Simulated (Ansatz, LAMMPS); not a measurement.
# Gap against volume in amorphous 64HfO2-36SiO2 (mol %) (84 atoms)

Density of this cell: 6.48 g/cm³. The cell holds 84 atoms: 18 Hf, 10 Si and 56 O. Its edges and angles: a = 10.398 Å, b = 10.450 Å, c = 10.359 Å, α = 91.3°, β = 91.3°, γ = 87.8°. The starting structure: 84 atoms (18 Zr, 10 Si, 56 O) placed at random at 3.92 g/cm³, melted at 5000 K for 10 ps at fixed volume with the Morse and Coulomb pair potential with partial charges (Pedone, Malavasi, Menziani, Cormack and Segre, J. Phys. Chem. B 110, 11780 (2006)). Quenched from 5000 K to 300 K at 50 K/ps and fixed volume, held 5 ps, then minimised at fixed cell. Then Zr was replaced by Hf (the potential has no terms for the new elements, so the cell is a start for a DFT relaxation).

Calculated with Ansatz 0.2.0: Kohn-Sham DFT, PBE, PAW (set soft_2), plane waves; cutoff 420 eV, Γ point, gaussian smearing of 0.025 eV. The relaxed cell was scaled evenly and the atoms were relaxed at each volume. The gap is that between the highest filled and the lowest empty Kohn-Sham level on the run's k-points.

```
volume (Å³/atom)  gap (eV)
          12.045               3.780
          12.580               3.961
          12.981               4.147
          13.383               4.216
          13.784                   ?
          14.186               4.268
```

**Question.** Fit a straight line in ln V to the rows given and interpolate to the withheld row.

**Working.**

A volume deformation potential makes the spacing linear in u = ln(V/V0), with V0 = 13.383 Å³ the relaxed volume; v is the spacing.

| u = ln(V/V0) | v (eV) |
| --- | --- |
| -0.105359 | 3.7802 |
| -0.0618755 | 3.9607 |
| -0.0304596 | 4.147 |
| 0 | 4.2164 |
| 0.0582684 | 4.2681 |

With n = 5: mean u = -0.0278852, mean v = 4.07448, Σ(u − ū)² = 0.015364, Σ(u − ū)(v − v̄) = 0.047118. Slope b = 0.047118 / 0.015364 = 3.0668; intercept a = v̄ − b ū = 4.1600.

At the withheld volume u = 0.02956, and v = a + b u.

Prediction at 13.784: 4.251 eV. The run gave 4.250 eV, so the fit is high by 8.5e-4 eV (0.020 % of the value).

The rows follow a line only loosely (correlation 0.95 in size over all rows, under the 0.97 asked here), so the slope of +3.07 eV is a mean trend and no deformation potential. Among the rows given, the largest miss of the fit is at 12.981, by 0.080 eV (16 % of the range of the table).

Limits: The table spans 16 % in volume, wide for a linear law. Semilocal functionals tend to put gaps under measured ones. Only the Γ point is sampled. Atoms move by up to 0.8 Å in these relaxations, so the structure changes along the series. Defect or tail levels can set the spacing of a disordered cell. Spin–orbit coupling is left out, which matters for the levels of the heavy elements.

[Logs are printed without paths, hosts, clocks, repeated set-up lines and the standing remarks that a program may print on its own settings, such as how far it seeks lower states.]

[Hosts, paths, dates, database ids (printed as entryN), source tags and the programs' standing remarks are cut or masked in the printed files.]
